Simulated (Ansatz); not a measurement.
## How TiAl3 absorbs and reflects light

What colour and refractive index does TiAl3 have at this level of theory?

Method: DFT, PBE, plane-wave PAW, default files, scalar-relativistic, independent-particle optical response without local fields, in Ansatz 0.2.0.

**1. Set-up**

The structure is tetragonal, space group I4/mmm (No. 139). Conventional cell: a = 3.822 Å, b = 3.822 Å, c = 8.561 Å, α = 90.00°, β = 90.00°, γ = 90.00°. Nearest to Ti lie 12 Al at 2.70 to 2.87 Å. Al has 8 Al at 2.70 to 2.87 Å and 4 Ti at 2.87 Å nearest. Nearest to Al lie 4 Ti at 2.70 Å and 8 Al at 2.87 Å. Farther neighbours, and contacts between anions beyond the nearest, are not listed.

**2. Ground state and bands**

First the ground state: is it a metal or has it a gap?

This step: DFT, PBE, plane-wave PAW, default files, scalar-relativistic, ground state (Ansatz 0.2.0).

input.yaml reads:

```yaml
crystal:
  lattice:
    - [-1.9111067713, 1.9111067713, 4.2806687947]
    - [1.9111067713, -1.9111067713, 4.2806687947]
    - [1.9111067713, 1.9111067713, -4.2806687947]
  atoms:
    - { symbol: Ti, position: [0.0, 0.0, 0.0] }
    - { symbol: Al, position: [0.25, 0.75, 0.5] }
    - { symbol: Al, position: [0.75, 0.25, 0.5] }
    - { symbol: Al, position: [0.5, 0.5, 0.0] }
kpoints:
  mp_grid: { grid: [8, 8, 8] }
  band_path:
    path:
      - [[0.0, 0.0, 0.0], [0.0, 0.0, 0.5], [-0.09965903, 0.09965903, 0.5], [-0.29982951, 0.29982951, 0.29982951], [0.0, 0.0, 0.0], [0.5, 0.5, -0.5], [0.29982951, 0.70017049, -0.29982951], [0.0, 0.5, 0.0], [0.25, 0.25, 0.25], [0.5, 0.5, -0.09965903], [0.5, 0.5, -0.5]]
      - [[0.0, 0.0, 0.5], [0.25, 0.25, 0.25]]
    npoints: 5
scf:
  occupations: { method: fermi_dirac, width: 0.05 }
  n_extra_bands: 8
hamiltonian:
  xc: pbe
  pseudopotentials: { kind: paw }
output:
  forces: true
  stress: true
  populations: true
  write_bands: true
  write_density: true
  write_potential: true
  elf: true
  volumetric_format: npy
```

Command:

```sh
$ ansatz run input.yaml --threads 4 --pin off --max-ram 8192MiB --backend cpu --events-out ev --progress --plain --runs-dir out
```

The program printed:

```text
scf.n_extra_bands = 8 over 11 filled bands (N_el = 21.0): the run solves 19 bands
Engine: ansatz 0.2.0, x86_64-unknown-linux-gnu
Pseudopotentials: kind: paw
Pseudopotential: Ti, paw, valence charge 12, recommended cutoff 420 eV (normal), Ti.paw.azcp
Pseudopotential: Al, paw, valence charge 3, recommended cutoff 420 eV (normal), Al.paw.azcp
Functional definition: PBE
  parameter kappa = 0.804
  parameter beta = 0.066725
  exchange = pbe_x(kappa = kappa, mu = beta*pi^2/3)
  correlation = pbe_c(beta = beta)
Crystal: 4 atoms, lattice volume = 62.538 Å³
Basis set: ecut = 420 eV, 1203 PW (Γ), exchange–correlation on 72×72×72 points (8 copies of the dense FFT grid, shifted against one another)
Bands: 19, of which v1, the nominal top of the filled ones, is band 11 counted from 1 (10 counted from 0)
Symmetry: 16 space group operations
Space group: I4/mmm (ITA 139), of the structure as read, at distance tolerance 4.0e-5 Å
k-points: 59 of 512
Non-local potential: Ti, projectors of the file, l = 0: 3, l = 1: 2, l = 2: 3, l = 3: 1
Non-local potential: Al, projectors of the file, l = 0: 2, l = 1: 2, l = 2: 1
PAW form: soft (Blöchl's): semilocal exchange-correlation on the pseudo side does not see the compensation charge
PAW one-centre angular grid: Ti, 590 points (default); XC on 64 Gauss nodes
PAW one-centre angular grid: Al, 110 points (default); XC on 64 Gauss nodes
Initial density: superposition of atomic densities (neutral atoms: chi_scale 0, normalization atom), corrected by the library's trained network
Initial wavefunctions: pseudopotential atomic-orbital guess
Functional: x = pbe(κ = 0.804, μ = 0.219515), c = pbe(β = 0.066725)
SCF iter   1: F=—  HF=-4113.766313 eV  |F-HF|=—  |Δ(HF+E_count)|=         —  Δρ=3.20e-3  dr2=9.04e-3  ethr=1.77e-3  ⟨swp⟩=6.2  Hψ=6397  notcnv=0  defer=3
preconditioner: auto → Kerker (q_TF=auto, 2.275 Å⁻¹)  [metal: Δε(μ)=0.046 eV  Ē_g=7.115 eV  σ=0.050 eV  W_gap=0.22  n_scr=10 (ndim 8)  ℏωp=16.9 eV  f_vac=0.000  D(μ)=1.30/eV (n_scr^D=10)]
SCF iter   2: F=—  HF=-4113.765361 eV  |F-HF|=—  |Δ(HF+E_count)|=   9.53e-4  Δρ=1.95e-3  dr2=3.69e-3  ethr=4.31e-5  ⟨swp⟩=1.0  Hψ=1593  notcnv=0  defer=22
SCF iter   3: F=—  HF=-4113.764870 eV  |F-HF|=—  |Δ(HF+E_count)|=   4.91e-4  Δρ=3.19e-4  dr2=7.37e-5  ethr=1.76e-5  ⟨swp⟩=1.9  Hψ=1137  notcnv=0  defer=22
SCF iter   4: F=—  HF=-4113.764876 eV  |F-HF|=—  |Δ(HF+E_count)|=   6.48e-6  Δρ=6.52e-5  dr2=3.07e-6  ethr=3.51e-7  ⟨swp⟩=2.5  Hψ=1460  notcnv=0  defer=22
SCF iter   5: F=—  HF=-4113.764876 eV  |F-HF|=—  |Δ(HF+E_count)|=   5.74e-7  Δρ=1.96e-5  dr2=3.08e-7  ethr=1.46e-8  ⟨swp⟩=2.4  Hψ=1368  notcnv=0  defer=22
SCF iter   6: F=-4113.764876 eV  HF=-4113.764876 eV  |F-HF|=7.82e-9  |Δ(HF+E_count)|=   5.89e-8  Δρ=3.03e-6  dr2=1.06e-8  ethr=4.76e-10  ⟨swp⟩=9.8  Hψ=6653  notcnv=0
SCF 1 converged in 6 iterations: F = -4113.764876 eV  dr2 = 1.06e-8
  greatest PAW one-centre occupation: 0.999 electrons in one spin orbital (limit 2), on the Ti atom at site 0 (counted from 0), in its partial waves of l = 0
NSCF: frozen V_eff on 57 k-points
SCF converged after 6 iterations
Free energy (F): -4113.764876 eV
Harris-Foulkes:  -4113.764876 eV  (|F-HF|=7.82e-9)
Internal energy: -4113.753549 eV  (E = F + TS)
E sigma→0 (E₀):  -4113.759212 eV
Entropy (-TS):   -0.011326 eV (-2.832 meV/atom)
Fermi energy:    9.712010 eV
--- Per-component energies (eV) ---
  E_band       = -149.986303
  E_kinetic    = 344.408450
  E_local      = -1187.421980  (includes V_loc(G=0)·N_el)
  E_nonlocal   = 40.357038
  E_hartree    = 523.495619
  E_xc         = -218.405234
  E_vxc        = -211.110356  (∫ρ·V_xc dr)
  E_paw        = -2450.796799  (= ΣΔE_a)
  E_vpaw       = -183.207231  (= ΣTr[D̂ρ^β])
  E_aug_tail   = 0.000113  (compensation charges beyond the density's cutoff)
  E_ewald      = -1165.390755
  E_smearing   = -0.011326  (= −TS)
  E_closure    = 0.000000  (closes the sum)
  Σ components = -4113.764876   (vs F -4113.764876, Δ=0.00e0)
--- Forces (eV/Å), atoms counted from 1 ---
  atom   1  Ti     0.00000000     0.00000000    -0.00000000
  atom   2  Al     0.00000000     0.00000000     0.00000000
  atom   3  Al    -0.00000000    -0.00000000     0.00000000
  atom   4  Al    -0.00000000    -0.00000000     0.00000000
  max |Σ_I F_I| component: 6.94e-18 eV/Å
--- Stress (GPa, compression-positive) ---
        2.117562       0.000000       0.000000
        0.000000       2.117562       0.000000
       -0.000000       0.000000       2.033200
  P = ⅓ Tr σ = 2.0894 GPa (20.894 kbar)
--- Band table (eV; the first three rows and the last of 59) ---
  k-point 0: bands = [... 7 lower, 8.2942, 8.4762, 8.4762, 10.5420, 11.4522, 11.4522, 11.9379, 12.1783, ... 4 higher]
  k-point 1: bands = [... 7 lower, 7.6498, 7.9821, 8.4656, 9.3947, 11.6285, 11.7370, 11.7392, 12.7551, ... 4 higher]
  k-point 2: bands = [... 7 lower, 7.3499, 7.4648, 8.1475, 8.4855, 11.6770, 11.7379, 11.9340, 12.8491, ... 4 higher]
  k-point 58: bands = [... 7 lower, 8.7833, 8.7833, 9.4712, 10.4168, 10.4168, 10.6622, 12.7828, 14.4853, ... 4 higher]
--- Löwdin populations: 4 sites ---
  site symbol       q [e]
     0     Ti     11.5194
     1     Al      3.1237
     2     Al      3.1237
     3     Al      3.0853
  spilling = 0.007042 (of n_electrons = 21.000000)
```

Wall time 2.6 s (4 threads of Intel Xeon Platinum 8488C (Sapphire Rapids), shared host); peak memory 0.46 GiB; 5.1 s of CPU time.

In the SCF lines HF is the Harris–Foulkes energy and dr2 the Hartree energy of the density residual, in eV; the loop may stop once dr2 is under the threshold and the program's other checks hold. Hψ counts applications of the Hamiltonian.

Read from the output:

```
free energy         : -4113.7649 eV
Fermi energy        : 9.712 eV
electrons           : 21
symmetry operations : 16
pressure            : 2.089 GPa
volume              : 62.54 Å³
gap on the path     : 0 eV
```

There are states at the Fermi level within the smearing, so the occupations stay smeared and the carriers get a Drude term. The cell is left with a pressure of 2.1 GPa, as it stands unrelaxed at this level.

The electronic bands at the labelled points (eV, zero at the Fermi level; # counts the bands kept):

| point | #4 | #5 | #6 | #7 | #8 | #9 | #10 | #11 |
| --- | --- | --- | --- | --- | --- | --- | --- | --- |
| Γ | -1.42 | -1.24 | -1.24 | 0.83 | 1.74 | 1.74 | 2.23 | 2.47 |
| 0.60 of the way | -2.83 | -2.42 | -1.51 | -1.18 | 1.53 | 2.18 | 2.19 | 2.86 |
| X | -3.77 | -2.72 | -2.21 | -1.00 | 1.78 | 1.96 | 2.69 | 2.84 |
| 0.40 of the way | -3.31 | -3.01 | -1.94 | -0.98 | 1.81 | 1.91 | 2.54 | 2.91 |
| Y | -3.63 | -2.23 | -1.38 | -0.87 | 1.71 | 1.91 | 2.21 | 3.34 |
| 0.40 of the way | -3.03 | -0.79 | -0.79 | -0.55 | 1.49 | 1.84 | 2.05 | 3.90 |
| S | -1.08 | -0.77 | -0.62 | 0.57 | 1.61 | 2.11 | 3.05 | 3.18 |
| 0.40 of the way | -1.76 | -1.55 | -0.72 | -0.37 | 1.50 | 1.90 | 3.48 | 3.68 |
| Γ | -1.42 | -1.24 | -1.24 | 0.83 | 1.74 | 1.74 | 2.23 | 2.47 |
| 0.40 of the way | -1.15 | -1.15 | -0.52 | 0.87 | 1.34 | 1.34 | 1.65 | 3.13 |
| Z | -0.93 | -0.93 | -0.24 | 0.70 | 0.70 | 0.95 | 3.07 | 4.77 |
| 0.60 of the way | -1.03 | -0.89 | 0.08 | 0.74 | 1.05 | 1.33 | 3.66 | 4.51 |
| S1 | -1.08 | -0.77 | -0.62 | 0.57 | 1.61 | 2.11 | 3.05 | 3.18 |
| 0.60 of the way | -2.03 | -1.07 | -0.34 | 0.49 | 1.77 | 2.16 | 2.67 | 3.41 |
| N | -2.96 | -1.07 | -0.27 | 0.50 | 1.82 | 2.08 | 2.73 | 3.16 |
| 0.60 of the way | -3.02 | -2.12 | -2.00 | -0.53 | 1.19 | 1.88 | 2.26 | 2.82 |
| P | -4.27 | -1.84 | -1.84 | -1.17 | 0.86 | 1.78 | 1.96 | 3.19 |
| 0.60 of the way | -3.17 | -2.98 | -1.47 | -1.12 | 1.75 | 1.88 | 1.98 | 3.03 |
| Y1 | -3.63 | -2.23 | -1.38 | -0.87 | 1.71 | 1.91 | 2.21 | 3.34 |
| 0.40 of the way | -3.65 | -0.21 | -0.21 | 0.39 | 0.97 | 1.67 | 2.53 | 5.06 |
| Z | -0.93 | -0.93 | -0.24 | 0.70 | 0.70 | 0.95 | 3.07 | 4.77 |
| jump to X | -3.77 | -2.72 | -2.21 | -1.00 | 1.78 | 1.96 | 2.69 | 2.84 |
| 0.40 of the way | -3.97 | -2.53 | -1.87 | -1.17 | 1.77 | 1.85 | 1.96 | 3.21 |
| P | -4.27 | -1.84 | -1.84 | -1.17 | 0.86 | 1.78 | 1.96 | 3.19 |

ELF in the ac plane of the conventional cell at fractional y = 0.000, with atoms of Ti and Al within 0.2 Å of it. It is the smooth field of the valence electrons, not physical close to the nuclei.

Ten even steps from '_' (0.06) to '@' (0.68), each cell a mean:
```
--**##::__::++**==..__==%%++
##**==..::++####**==....++##
::::::--++##%%@@%%##==::::::
----++##%%##****##%%%%**==--
++**##%%##--____..==%%%%##++
++++####==____..__..**##**++
----++**==________..++**==--
::--++**##++::::--++##**==::
--==**##@@@@%%%%%%@@%%##++--
::==##@@@@@@%%%%@@@@@@%%**--
__..++@@@@%%######@@@@%%--__
::__::%%@@%%****##%%@@**__..
____--@@@@%%****##@@@@##..__
__::**@@@@%%%%##%%@@@@%%==..
--==##%%@@@@@@@@@@@@@@%%**--
::--++##%%##****##%%%%**==--
::--++**++::____..--****==::
--==****--____..__..++**++==
++**##%%++..______::##%%##**
==++##%%%%++::::--**%%##**++
..::--++##%%%%%%%%%%**==::::
++==::..==**%%%%##++--..--==
**##++....--****++::__--####
__++##::__::++++==..__++##--
```

Valence density in the ac plane of the conventional cell at fractional y = 0.000, with atoms of Ti and Al within 0.2 Å of it. It is the smooth field of the valence electrons, not physical close to the nuclei.

Ten steps, logarithmic in the rise over the least value, from '_' (0.07 × 1e0 e/Å³) to '@' (9.78 × 1e0 e/Å³), each cell a mean:
```
@@@@##--............::++%%@@
##**==::..............--++##
----::................::::--
........::::......::::......
......::::..____....::......
..........________..........
..........________..........
............................
........::::::::::::........
......::............::::....
__....::::..........::::..__
____..::::..........::..____
____..::::..........::....__
......::::..........::::....
........::::::..::::........
........::::......::........
............____............
..........________..........
......::....______..::......
......::::..........::......
::::....::::::::::::....::::
++==--::..............::--++
%%%%**--............::==##%%
@@@@##==............::++%%@@
```

**3. Spectrum**

The spectrum is a sum over vertical transitions between filled and empty bands at the fixed density, so many empty bands are needed.

This step: DFT, PBE, plane-wave PAW, default files, scalar-relativistic, independent-particle optical response without local fields (Ansatz 0.2.0).

input.yaml, the sections that differ from step 2:

```yaml
kpoints:
  mp_grid: { grid: [11, 11, 11] }
scf:
  occupations: { method: fermi_dirac, width: 0.05 }
output:
  optics:
    e_range: [0, 20]
    de: 0.05
    sigma: 0.1
    drude_damping: 0.03
    nscf_kmesh: { grid: [12, 12, 12] }
    bands: { spectra_wanted_up_to: 20 }
# crystal, hamiltonian: as in step 2
```

The program printed:

```text
[...]
Crystal: 4 atoms, lattice volume = 62.538 Å³
Basis set: ecut = 420 eV, 1203 PW (Γ)
Bands: 15, of which v1, the nominal top of the filled ones, is band 11 counted from 1 (10 counted from 0)
Symmetry: 16 space group operations
[...]
k-points: 126 of 1331
[...]
SCF iter   1: F=—  HF=-4113.762819 eV  |F-HF|=—  |Δ(HF+E_count)|=         —  Δρ=3.15e-3  dr2=8.90e-3  ethr=1.77e-3  ⟨swp⟩=5.7  Hψ=11085  notcnv=0
[...]
SCF iter   8: F=-4113.761381 eV  HF=-4113.761381 eV  |F-HF|=9.09e-13  |Δ(HF+E_count)|=    0.00e0  Δρ=3.38e-8  dr2=6.68e-13  ethr=1.00e-12  ⟨swp⟩=2.0  Hψ=3741  notcnv=0
SCF 1 converged in 8 iterations: F = -4113.761381 eV  dr2 = 6.68e-13
[...]
NSCF: frozen V_eff on 163 k-points
output.optics: what the bands over the 43 summed would add to eps1, eps2 and the energy-loss function is held between a lower and an upper bound (11 Lanczos steps). eps1, eps2 and their loss function (loss_summed_bands) are given on every row as the summed bands alone make them. Along an axis, on a row where the two bounds hold the loss function to about 1 % of the greater of itself and 0.5 % of |1/eps|, its cell (loss_completed) is given, with the completed eps1 and eps2 that it is formed of (a cell that is left empty reads nan in the table and null in the record). The two bounds hold it so along every axis on all 400 rows up to 20.000 eV. [rest of the remark cut]
SCF converged after 8 iterations
Free energy (F): -4113.761381 eV
[...]
Internal energy: -4113.747750 eV  (E = F + TS)
E sigma→0 (E₀):  -4113.754566 eV
Entropy (-TS):   -0.013632 eV (-3.408 meV/atom)
Fermi energy:    9.722543 eV
[...]
--- Band table (eV; the first three rows and the last of 126) ---
  k-point 0: bands = [... 7 lower, 8.2968, 8.4762, 8.4762, 10.5456, 11.4532, 11.4532, 11.9361, 12.1783]
  k-point 1: bands = [... 7 lower, 7.9816, 8.1163, 8.4699, 9.8349, 11.6297, 11.6587, 11.7059, 12.5919]
  k-point 2: bands = [... 7 lower, 7.3469, 7.7417, 8.4619, 8.6633, 11.6090, 11.8239, 11.8879, 12.8908]
  k-point 125: bands = [... 7 lower, 8.6278, 8.7653, 9.9724, 10.3120, 10.4311, 10.7144, 13.0316, 14.5758]
```

Elapsed: 22 s, on 4 threads; peak memory 1.9 GiB; 84 s of CPU time.

Read from the output:

* main peak of the optical conductivity above 1 eV, first axis: 4.393 eV
* centre of weight of the strongest loss peak in the window: 16.00 eV
* Drude plasma energy, first axis: 4.340 eV
* bands summed: 43
* spectra valid up to: 24.73 eV
* program's estimate of the k-sum error in Im epsilon: 0.21 %
* electrons in the f-sum: 15.76

(Part 1 of 2 ends here.)

[Long decimals in the printed logs are rounded to 6 places.]

[Logs are printed without paths, hosts, clocks, repeated set-up lines and the standing remarks that a program may print on its own settings, such as how far it seeks lower states.]

[Hosts, paths, dates, database ids (printed as entryN), source tags and the programs' standing remarks are cut or masked in the printed files.]

[Where the starting crystal was built by hand or by swapping elements, it need not be the compound's stable phase.]

[The count of steps not shown may lack steps that the program refused or didn't finish.]
